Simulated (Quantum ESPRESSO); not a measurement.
# MnS: a ladder in the form of the Hubbard term

Aim: see how far moments and order energies of MnS move with the form of the Hubbard term, and what each rung costs.

Calculated with Quantum ESPRESSO 7.5; PBE with U = 2.4 eV on Mn d (atomic projectors); plane waves with GBRV 1.5 PBE potentials, no spin-orbit coupling (settings of the first rung).

Report form: inputs, costs, results and the conclusion, without the logs.

## (1) The system as given

It takes space group R-3m (No. 166, trigonal). The conventional cell has a = 3.660 Å, b = 3.660 Å, c = 8.913 Å, α = 90.00°, β = 90.00°, γ = 120.00°. Nearest to Mn lie 6 S at 2.58 Å. S has 6 Mn at 2.58 Å nearest. Farther neighbours, and contacts between anions beyond the nearest, are not listed.

The cell comes from a database of computed structures and need not be the stable phase.

## (2) Rung 1, start ferro ++

Input file pw.in:

```
&CONTROL
  calculation = 'scf'
  prefix = 'pwscf'
  outdir = './tmp'
  pseudo_dir = './pseudo'
  disk_io = 'nowf'
/
&SYSTEM
  ibrav = 0
  nat = 4
  ntyp = 2
  ecutwfc = 40
  ecutrho = 280
  nbnd = 34
  occupations = 'smearing'
  smearing = 'fd'
  degauss = 0.00367493
  nspin = 2
  starting_magnetization(1) = 0.3
  starting_magnetization(2) = 0
/
&ELECTRONS
  conv_thr = 8d-09
  electron_maxstep = 150
  mixing_beta = 0.3
/
ATOMIC_SPECIES
Mn     54.9380 mn_pbe_v1.5.uspp.F.UPF
S      32.0600 s_pbe_v1.4.uspp.F.UPF
CELL_PARAMETERS bohr
   3.4581912750    1.9965876637   11.2284513261
  -3.4581912750    1.9965876637   11.2284513261
   0.0000000000   -3.9931753272   11.2284513261
ATOMIC_POSITIONS crystal
Mn      0.0000000000    0.0000000000    0.0000000000
Mn      0.5000000000    0.5000000000    0.5000000000
S       0.7499995500    0.7499995500    0.7499995500
S       0.2500004500    0.2500004500    0.2500004500
K_POINTS automatic
8 8 8 0 0 0
HUBBARD {atomic}
U Mn-3d 2.4000
```

Launch:

```sh
$ OMP_NUM_THREADS=1 mpirun -n 2 pw.x -nk 2 -in pw.in > pw.out
```

It took 3.4 min on 2 MPI ranks of Arm Neoverse V1, shared host; peak memory 0.47 GiB; 6.7 min of CPU time.

Spin moment in the atom's sphere by atom:

| atom | spin moment in the atom's sphere (μB) |
| --- | --- |
| Mn1 | 4.43 |
| Mn2 | 4.43 |
| S3 | 0.15 |
| S4 | 0.15 |

Numbers from this step:

- magnetization: 9.966 μB
- final state: ferromagnetic

## (3) Rung 1, start antiferro +-

Input file pw.in:

```
&CONTROL
  calculation = 'scf'
  prefix = 'pwscf'
  outdir = './tmp'
  pseudo_dir = './pseudo'
  disk_io = 'nowf'
/
&SYSTEM
  ibrav = 0
  nat = 4
  ntyp = 3
  ecutwfc = 40
  ecutrho = 280
  nbnd = 30
  occupations = 'smearing'
  smearing = 'fd'
  degauss = 0.00367493
  nspin = 2
  starting_magnetization(1) = 0.3
  starting_magnetization(2) = -0.3
  starting_magnetization(3) = 0
/
&ELECTRONS
  conv_thr = 8d-09
  electron_maxstep = 150
  mixing_beta = 0.3
/
ATOMIC_SPECIES
Mn1    54.9380 mn_pbe_v1.5.uspp.F.UPF
Mn2    54.9380 mn_pbe_v1.5.uspp.F.UPF
S      32.0600 s_pbe_v1.4.uspp.F.UPF
CELL_PARAMETERS bohr
   3.4581912750    1.9965876637   11.2284513261
  -3.4581912750    1.9965876637   11.2284513261
   0.0000000000   -3.9931753272   11.2284513261
ATOMIC_POSITIONS crystal
Mn1     0.0000000000    0.0000000000    0.0000000000
Mn2     0.5000000000    0.5000000000    0.5000000000
S       0.7499995500    0.7499995500    0.7499995500
S       0.2500004500    0.2500004500    0.2500004500
K_POINTS automatic
8 8 8 0 0 0
HUBBARD {atomic}
U Mn1-3d 2.4000
U Mn2-3d 2.4000
```

Wall time 3.4 min (2 MPI ranks); peak memory 0.46 GiB; 6.8 min of CPU time.

Spin moment in the atom's sphere by atom:

| atom | spin moment in the atom's sphere (μB) |
| --- | --- |
| Mn1 | 4.30 |
| Mn2 | -4.30 |
| S3 | 0.00 |
| S4 | 0.00 |

This step gave:

* magnetization: 0 μB
* final state: antiferromagnetic

## (4) Rung 2, start ferro ++

Input file pw.in:

```
&CONTROL
  calculation = 'scf'
  prefix = 'pwscf'
  outdir = './tmp'
  pseudo_dir = './pseudo'
  disk_io = 'nowf'
/
&SYSTEM
  ibrav = 0
  nat = 4
  ntyp = 2
  ecutwfc = 40
  ecutrho = 280
  nbnd = 34
  occupations = 'smearing'
  smearing = 'fd'
  degauss = 0.00367493
  nspin = 2
  starting_magnetization(1) = 0.3
  starting_magnetization(2) = 0
/
&ELECTRONS
  conv_thr = 8d-09
  electron_maxstep = 150
  mixing_beta = 0.3
/
ATOMIC_SPECIES
Mn     54.9380 mn_pbe_v1.5.uspp.F.UPF
S      32.0600 s_pbe_v1.4.uspp.F.UPF
CELL_PARAMETERS bohr
   3.4581912750    1.9965876637   11.2284513261
  -3.4581912750    1.9965876637   11.2284513261
   0.0000000000   -3.9931753272   11.2284513261
ATOMIC_POSITIONS crystal
Mn      0.0000000000    0.0000000000    0.0000000000
Mn      0.5000000000    0.5000000000    0.5000000000
S       0.7499995500    0.7499995500    0.7499995500
S       0.2500004500    0.2500004500    0.2500004500
K_POINTS automatic
8 8 8 0 0 0
HUBBARD {norm-atomic}
U Mn-3d 2.4000
```

Run time: 3.1 min. Hardware: 2 MPI ranks; peak memory 0.47 GiB; 6.3 min of CPU time.

This step gave:

- magnetization: 9.965 μB
- final state: ferromagnetic
- largest moment: 4.429 μB

## (5) Rung 2, start antiferro +-

Input file pw.in:

```
&CONTROL
  calculation = 'scf'
  prefix = 'pwscf'
  outdir = './tmp'
  pseudo_dir = './pseudo'
  disk_io = 'nowf'
/
&SYSTEM
  ibrav = 0
  nat = 4
  ntyp = 3
  ecutwfc = 40
  ecutrho = 280
  nbnd = 30
  occupations = 'smearing'
  smearing = 'fd'
  degauss = 0.00367493
  nspin = 2
  starting_magnetization(1) = 0.3
  starting_magnetization(2) = -0.3
  starting_magnetization(3) = 0
/
&ELECTRONS
  conv_thr = 8d-09
  electron_maxstep = 150
  mixing_beta = 0.3
/
ATOMIC_SPECIES
Mn1    54.9380 mn_pbe_v1.5.uspp.F.UPF
Mn2    54.9380 mn_pbe_v1.5.uspp.F.UPF
S      32.0600 s_pbe_v1.4.uspp.F.UPF
CELL_PARAMETERS bohr
   3.4581912750    1.9965876637   11.2284513261
  -3.4581912750    1.9965876637   11.2284513261
   0.0000000000   -3.9931753272   11.2284513261
ATOMIC_POSITIONS crystal
Mn1     0.0000000000    0.0000000000    0.0000000000
Mn2     0.5000000000    0.5000000000    0.5000000000
S       0.7499995500    0.7499995500    0.7499995500
S       0.2500004500    0.2500004500    0.2500004500
K_POINTS automatic
8 8 8 0 0 0
HUBBARD {norm-atomic}
U Mn1-3d 2.4000
U Mn2-3d 2.4000
```

Elapsed: 3.4 min, on 2 MPI ranks; peak memory 0.46 GiB; 6.8 min of CPU time.

Read from the output:

```yaml
magnetization: 0 μB
final_state: antiferromagnetic
largest_moment: 4.304 μB
```

## (6) Rung 3, start ferro ++

Input file pw.in:

```
&CONTROL
  calculation = 'scf'
  prefix = 'pwscf'
  outdir = './tmp'
  pseudo_dir = './pseudo'
  disk_io = 'nowf'
/
&SYSTEM
  ibrav = 0
  nat = 4
  ntyp = 2
  ecutwfc = 40
  ecutrho = 280
  nbnd = 34
  occupations = 'smearing'
  smearing = 'fd'
  degauss = 0.00367493
  nspin = 2
  starting_magnetization(1) = 0.3
  starting_magnetization(2) = 0
/
&ELECTRONS
  conv_thr = 8d-09
  electron_maxstep = 150
  mixing_beta = 0.3
/
ATOMIC_SPECIES
Mn     54.9380 mn_pbe_v1.5.uspp.F.UPF
S      32.0600 s_pbe_v1.4.uspp.F.UPF
CELL_PARAMETERS bohr
   3.4581912750    1.9965876637   11.2284513261
  -3.4581912750    1.9965876637   11.2284513261
   0.0000000000   -3.9931753272   11.2284513261
ATOMIC_POSITIONS crystal
Mn      0.0000000000    0.0000000000    0.0000000000
Mn      0.5000000000    0.5000000000    0.5000000000
S       0.7499995500    0.7499995500    0.7499995500
S       0.2500004500    0.2500004500    0.2500004500
K_POINTS automatic
8 8 8 0 0 0
HUBBARD {ortho-atomic}
U Mn-3d 2.4000
```

Wall time 3.1 min (2 MPI ranks); peak memory 0.47 GiB.

Read from the output:

```
magnetization  : 9.982 μB
final state    : ferromagnetic
largest moment : 4.434 μB
```

## (7) Rung 3, start antiferro +-

Input file pw.in:

```
&CONTROL
  calculation = 'scf'
  prefix = 'pwscf'
  outdir = './tmp'
  pseudo_dir = './pseudo'
  disk_io = 'nowf'
/
&SYSTEM
  ibrav = 0
  nat = 4
  ntyp = 3
  ecutwfc = 40
  ecutrho = 280
  nbnd = 30
  occupations = 'smearing'
  smearing = 'fd'
  degauss = 0.00367493
  nspin = 2
  starting_magnetization(1) = 0.3
  starting_magnetization(2) = -0.3
  starting_magnetization(3) = 0
/
&ELECTRONS
  conv_thr = 8d-09
  electron_maxstep = 150
  mixing_beta = 0.3
/
ATOMIC_SPECIES
Mn1    54.9380 mn_pbe_v1.5.uspp.F.UPF
Mn2    54.9380 mn_pbe_v1.5.uspp.F.UPF
S      32.0600 s_pbe_v1.4.uspp.F.UPF
CELL_PARAMETERS bohr
   3.4581912750    1.9965876637   11.2284513261
  -3.4581912750    1.9965876637   11.2284513261
   0.0000000000   -3.9931753272   11.2284513261
ATOMIC_POSITIONS crystal
Mn1     0.0000000000    0.0000000000    0.0000000000
Mn2     0.5000000000    0.5000000000    0.5000000000
S       0.7499995500    0.7499995500    0.7499995500
S       0.2500004500    0.2500004500    0.2500004500
K_POINTS automatic
8 8 8 0 0 0
HUBBARD {ortho-atomic}
U Mn1-3d 2.4000
U Mn2-3d 2.4000
```

Run time: 3.5 min. Hardware: 2 MPI ranks; peak memory 0.44 GiB.

This step gave:

| Property | Result |
| --- | --- |
| magnetization | 0 μB |
| final state | antiferromagnetic |
| largest moment | 4.318 μB |

## (8) Rung 4, start ferro ++

Input file pw.in:

```
&CONTROL
  calculation = 'scf'
  prefix = 'pwscf'
  outdir = './tmp'
  pseudo_dir = './pseudo'
  disk_io = 'nowf'
/
&SYSTEM
  ibrav = 0
  nat = 4
  ntyp = 2
  ecutwfc = 40
  ecutrho = 280
  nbnd = 34
  occupations = 'smearing'
  smearing = 'fd'
  degauss = 0.00367493
  nspin = 2
  starting_magnetization(1) = 0.3
  starting_magnetization(2) = 0
/
&ELECTRONS
  conv_thr = 8d-09
  electron_maxstep = 150
  mixing_beta = 0.3
/
ATOMIC_SPECIES
Mn     54.9380 mn_pbe_v1.5.uspp.F.UPF
S      32.0600 s_pbe_v1.4.uspp.F.UPF
CELL_PARAMETERS bohr
   3.4581912750    1.9965876637   11.2284513261
  -3.4581912750    1.9965876637   11.2284513261
   0.0000000000   -3.9931753272   11.2284513261
ATOMIC_POSITIONS crystal
Mn      0.0000000000    0.0000000000    0.0000000000
Mn      0.5000000000    0.5000000000    0.5000000000
S       0.7499995500    0.7499995500    0.7499995500
S       0.2500004500    0.2500004500    0.2500004500
K_POINTS automatic
8 8 8 0 0 0
HUBBARD {atomic}
U Mn-3d 3.3000
J0 Mn-3d 0.9000
```

Wall time 2.8 min (2 MPI ranks); peak memory 0.47 GiB.

This step gave:

```
magnetization  : 10 μB
final state    : ferromagnetic
largest moment : 4.505 μB
```

## (9) Rung 4, start antiferro +-

Input file pw.in:

```
&CONTROL
  calculation = 'scf'
  prefix = 'pwscf'
  outdir = './tmp'
  pseudo_dir = './pseudo'
  disk_io = 'nowf'
/
&SYSTEM
  ibrav = 0
  nat = 4
  ntyp = 3
  ecutwfc = 40
  ecutrho = 280
  nbnd = 30
  occupations = 'smearing'
  smearing = 'fd'
  degauss = 0.00367493
  nspin = 2
  starting_magnetization(1) = 0.3
  starting_magnetization(2) = -0.3
  starting_magnetization(3) = 0
/
&ELECTRONS
  conv_thr = 8d-09
  electron_maxstep = 150
  mixing_beta = 0.3
/
ATOMIC_SPECIES
Mn1    54.9380 mn_pbe_v1.5.uspp.F.UPF
Mn2    54.9380 mn_pbe_v1.5.uspp.F.UPF
S      32.0600 s_pbe_v1.4.uspp.F.UPF
CELL_PARAMETERS bohr
   3.4581912750    1.9965876637   11.2284513261
  -3.4581912750    1.9965876637   11.2284513261
   0.0000000000   -3.9931753272   11.2284513261
ATOMIC_POSITIONS crystal
Mn1     0.0000000000    0.0000000000    0.0000000000
Mn2     0.5000000000    0.5000000000    0.5000000000
S       0.7499995500    0.7499995500    0.7499995500
S       0.2500004500    0.2500004500    0.2500004500
K_POINTS automatic
8 8 8 0 0 0
HUBBARD {atomic}
U Mn1-3d 3.3000
J0 Mn1-3d 0.9000
U Mn2-3d 3.3000
J0 Mn2-3d 0.9000
```

The job ended after 3.3 min (2 MPI ranks; peak memory 0.46 GiB; 6.7 min of CPU time).

Read from the output:

```
magnetization  : 0 μB
final state    : antiferromagnetic
largest moment : 4.415 μB
```

## (10) Rung 5, start ferro ++

Input file pw.in:

```
&CONTROL
  calculation = 'scf'
  prefix = 'pwscf'
  outdir = './tmp'
  pseudo_dir = './pseudo'
  disk_io = 'nowf'
/
&SYSTEM
  ibrav = 0
  nat = 4
  ntyp = 2
  ecutwfc = 40
  ecutrho = 280
  nbnd = 34
  occupations = 'smearing'
  smearing = 'fd'
  degauss = 0.00367493
  nspin = 2
  starting_magnetization(1) = 0.3
  starting_magnetization(2) = 0
/
&ELECTRONS
  conv_thr = 8d-09
  electron_maxstep = 150
  mixing_beta = 0.3
/
ATOMIC_SPECIES
Mn     54.9380 mn_pbe_v1.5.uspp.F.UPF
S      32.0600 s_pbe_v1.4.uspp.F.UPF
CELL_PARAMETERS bohr
   3.4581912750    1.9965876637   11.2284513261
  -3.4581912750    1.9965876637   11.2284513261
   0.0000000000   -3.9931753272   11.2284513261
ATOMIC_POSITIONS crystal
Mn      0.0000000000    0.0000000000    0.0000000000
Mn      0.5000000000    0.5000000000    0.5000000000
S       0.7499995500    0.7499995500    0.7499995500
S       0.2500004500    0.2500004500    0.2500004500
K_POINTS automatic
8 8 8 0 0 0
HUBBARD {atomic}
U Mn-3d 3.3000
J Mn-3d 0.9000
```

Elapsed: 3.1 min, on 2 MPI ranks; peak memory 0.47 GiB; 6.2 min of CPU time.

Read from the output:

| Item | Value |
| --- | --- |
| magnetization | 9.973 μB |
| final state | ferromagnetic |
| largest moment | 4.427 μB |

## (11) Rung 5, start antiferro +-

Input file pw.in:

```
&CONTROL
  calculation = 'scf'
  prefix = 'pwscf'
  outdir = './tmp'
  pseudo_dir = './pseudo'
  disk_io = 'nowf'
/
&SYSTEM
  ibrav = 0
  nat = 4
  ntyp = 3
  ecutwfc = 40
  ecutrho = 280
  nbnd = 30
  occupations = 'smearing'
  smearing = 'fd'
  degauss = 0.00367493
  nspin = 2
  starting_magnetization(1) = 0.3
  starting_magnetization(2) = -0.3
  starting_magnetization(3) = 0
/
&ELECTRONS
  conv_thr = 8d-09
  electron_maxstep = 150
  mixing_beta = 0.3
/
ATOMIC_SPECIES
Mn1    54.9380 mn_pbe_v1.5.uspp.F.UPF
Mn2    54.9380 mn_pbe_v1.5.uspp.F.UPF
S      32.0600 s_pbe_v1.4.uspp.F.UPF
CELL_PARAMETERS bohr
   3.4581912750    1.9965876637   11.2284513261
  -3.4581912750    1.9965876637   11.2284513261
   0.0000000000   -3.9931753272   11.2284513261
ATOMIC_POSITIONS crystal
Mn1     0.0000000000    0.0000000000    0.0000000000
Mn2     0.5000000000    0.5000000000    0.5000000000
S       0.7499995500    0.7499995500    0.7499995500
S       0.2500004500    0.2500004500    0.2500004500
K_POINTS automatic
8 8 8 0 0 0
HUBBARD {atomic}
U Mn1-3d 3.3000
J Mn1-3d 0.9000
U Mn2-3d 3.3000
J Mn2-3d 0.9000
```

The job ended after 3.5 min (2 MPI ranks; peak memory 0.46 GiB).

Read from the output:

- magnetization: 0 μB
- final state: antiferromagnetic
- largest moment: 4.294 μB

## (12) The rungs together

Ladder, by row:

| rung | U | state from the first start | state from the second start | second less first (meV a seeded atom) | moment, first (μB) | moment, second (μB) | CPU time (s) |
| --- | --- | --- | --- | --- | --- | --- | --- |
| 1 | Mn d U 2.4 Dudarev atomic | ferromagnetic | antiferromagnetic | -117.8 | 4.43 | 4.304 | 812.1 |
| 2 | Mn d U 2.4 Dudarev norm-atomic | ferromagnetic | antiferromagnetic | -117.6 | 4.429 | 4.304 | 783 |
| 3 | Mn d U 2.4 Dudarev ortho-atomic | ferromagnetic | antiferromagnetic | -107.4 | 4.434 | 4.318 | 795.3 |
| 4 | Mn d U 3.3 J 0.9 with J0 atomic | ferromagnetic | antiferromagnetic | -62.36 | 4.505 | 4.415 | 737.3 |
| 5 | Mn d U 3.3 J 0.9 Liechtenstein atomic | ferromagnetic | antiferromagnetic | -123.4 | 4.427 | 4.294 | 788.3 |

## (13) What came out

```yaml
range_of_the_largest_moment_first_start: 4.43 to 4.50 μB; second start 4.29 to 4.42 μB
range_of_cpu_time: 12 min to 14 min
range_of_the_energy_difference: -123 to -62.4 meV a seeded atom
```

What this shows: At one U the projectors alone (rungs 1, 2 and 3) move the moment of the first start from 4.429 to 4.434 μB and the difference from -118 to -107 meV. The last rungs raise U by J and add J in two forms, which give 4.50 and 4.43 μB.

[Long decimals in the printed logs are rounded to 6 places.]

[Logs and program files are shortened in this print: banners, set-up blocks, solver, clock and traceback lines can be left out without a mark of their own.]

[Logs are printed without paths, hosts, clocks, repeated set-up lines and the standing remarks that a program may print on its own settings, such as how far it seeks lower states.]

[Hosts, paths, dates, database ids (printed as entryN), source tags and the programs' standing remarks are cut or masked in the printed files.]

[Where the starting crystal was built by hand or by swapping elements, it need not be the compound's stable phase.]

[Where a cell is said to come from a database of computed structures, the database is the Materials Project.]

[Lattice constants that a cell's source calls measured were typed from memory.]
